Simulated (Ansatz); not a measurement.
# LiPS3: which shell does photoemission see at 100 and 1486.7 eV? (PBE)

The valence band of LiPS3 mixes several shells. Work out by hand which one leads the spectrum's area at each photon energy.

Filled states come from the projected DOS of Ansatz 0.2.0 (PBE, plane waves); cross sections σ and asymmetry parameters β are those of free atoms in a Dirac–Hartree–Slater calculation. A shell's area is states × σ × angular factor, which is 1 + β·P₂(cos θ) for linear light, with θ = 54.7° from the polarisation and P₂ = 0.001.

**At 100 eV** (states counted from 17.8 eV below the zero; other shells add 0.015 to the products' sum of 5.6):

```
shell  filled states a cell  cross section (Mb an electron)     β  angular factor  product  share by hand (%)  share in the simulated spectrum (%)
 S 3s                 10.68                           0.117  2.00            1.00     1.25                 22                                   22
 S 3p                 27.51                           0.128  1.47            1.00     3.52                 63                                   63
 P 3s                  2.44                          0.0972  2.00            1.00    0.238                  4                                    4
 P 3p                  5.74                           0.101  1.51            1.00     0.58                 10                                   10
```

**At 1486.7 eV** (states counted from 17.8 eV below the zero; other shells add 8.3e-06 to the products' sum of 0.0203):

| shell | filled states a cell | cross section (Mb an electron) | β | angular factor | product | share by hand (%) | share in the simulated spectrum (%) |
| --- | --- | --- | --- | --- | --- | --- | --- |
| S 3s | 10.68 | 0.000984 | 2.00 | 1.00 | 0.0105 | 52 | 52 |
| S 3p | 27.51 | 0.000255 | 1.12 | 1.00 | 0.00702 | 35 | 35 |
| P 3s | 2.44 | 0.000746 | 2.00 | 1.00 | 0.00183 | 9 | 9 |
| P 3p | 5.74 | 0.000159 | 1.06 | 1.00 | 0.000912 | 4 | 4 |

S 3p leads at 100 eV and S 3s at 1486.7 eV. Between the two energies σ of S 3p changes by a factor 0.0020 and that of S 3s by 0.0084, so their ratio moves 4.2-fold in favour of the second. The simulated spectrum uses the same rule on the energy-resolved DOS, so the two share columns agree within a few points.

Only crystals where the two columns agree within 4 points and the lead is clear are worked in this form. Free-atom cross sections ignore the solid's final states, no escape depth or background enters, and the count of states a shell hangs on the projection.

[Logs are printed without paths, hosts, clocks, repeated set-up lines and the standing remarks that a program may print on its own settings, such as how far it seeks lower states.]
